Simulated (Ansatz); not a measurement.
System: AlGaAs2 (zincblende [001] superlattice).

The cell holds 16 atoms: 4 Ga, 8 As and 4 Al. Cell: a = 4.012 Å, b = 4.012 Å, c = 22.617 Å, α = 90.0°, β = 90.0°, γ = 90.0°. It derives from GaAs. Regions: GaAs, 8 atoms (4 Ga and 4 As); AlAs, 8 atoms (4 Al and 4 As). The structure's axis is c.

```xyz
16
Lattice="4.0119 0.0000 0.0000 0.0000 4.0119 0.0000 0.0000 0.0000 22.6165" Properties=species:S:1:pos:R:3 pbc="T T T"
Ga    0.0000    0.0000    0.7137
As    2.0059    0.0000    2.1231
Ga    2.0059    2.0060    3.5318
As    0.0000    2.0060    4.9411
Ga    0.0000    0.0000    6.3505
As    2.0059    0.0000    7.7592
Ga    2.0059    2.0060    9.1686
As    0.0000    2.0060   10.5831
Al    0.0000    0.0000   11.9962
As    2.0059    0.0000   13.4137
Al    2.0059    2.0060   14.8315
As    0.0000    2.0060   16.2495
Al    0.0000    0.0000   17.6674
As    2.0059    0.0000   19.0852
Al    2.0059    2.0060   20.5027
As    0.0000    2.0060   21.9158
```

The structure was relaxed with PBEsol. The runs that relaxed it are not among those shown. PAW set soft_2, made with PBE.

Gaps computed with Ansatz 0.2.0 without a self-energy: PBEsol 1.02 eV, PBEsol+SOC 0.92 eV and HSE06 1.89 eV.

Question: Estimate the G0W0@PBEsol gap with 4×4×2 mesh, 1086 empty bands, screening to 120 eV, default PAW files.

About 1.75 eV: on its mesh the run moves the gap from 1.01 eV by +0.74 eV. A band edge moves to another state on the way. Among the scalar-relativistic levels given, HSE06 is nearest (+0.14 eV). Spin-orbit coupling is not in that value; its −0.10 eV at the PBEsol level would bring it to about 1.65 eV. Bands and cutoff are finite, so the gap stands short of the basis limit, usually by up to a few tenths of an eV; the mesh is an error of its own. The 4×4×2 mesh is coarse for this cell (its supercell is 16 Å along the shortest edge). The RPA ε∞ on it, from the PBEsol start, is 12.93 and 17.37; such meshes misread the long-range screening, most where the gap is narrow. The many-body steps are scalar-relativistic: spin-orbit coupling is not in them.

[Long decimals in the printed logs are rounded to 6 places.]

[Logs are printed without paths, hosts, clocks, repeated set-up lines and the standing remarks that a program may print on its own settings, such as how far it seeks lower states.]

[Paths, hosts, dates, memory and timing lines, banners, echoed tables and standing remarks are left out of the program output; an Ansatz launch command may be rebuilt from the run's recorded settings. Measured values are a selection of at most five: reports struck by readers or far from the other reports are left out. None is set beside runs whose start may be inverted or whose files or cutoffs have a known fault.]

[Runs of the session that timed out or met a known fault of the program may be left out.]

[Cells called generated may have been cut or substituted from an entry of the Crystallography Open Database or the Materials Project.]

[Hosts, paths, dates, database ids (printed as entryN), source tags and the programs' standing remarks are cut or masked in the printed files.]

[Where the starting crystal was built by hand or by swapping elements, it need not be the compound's stable phase.]
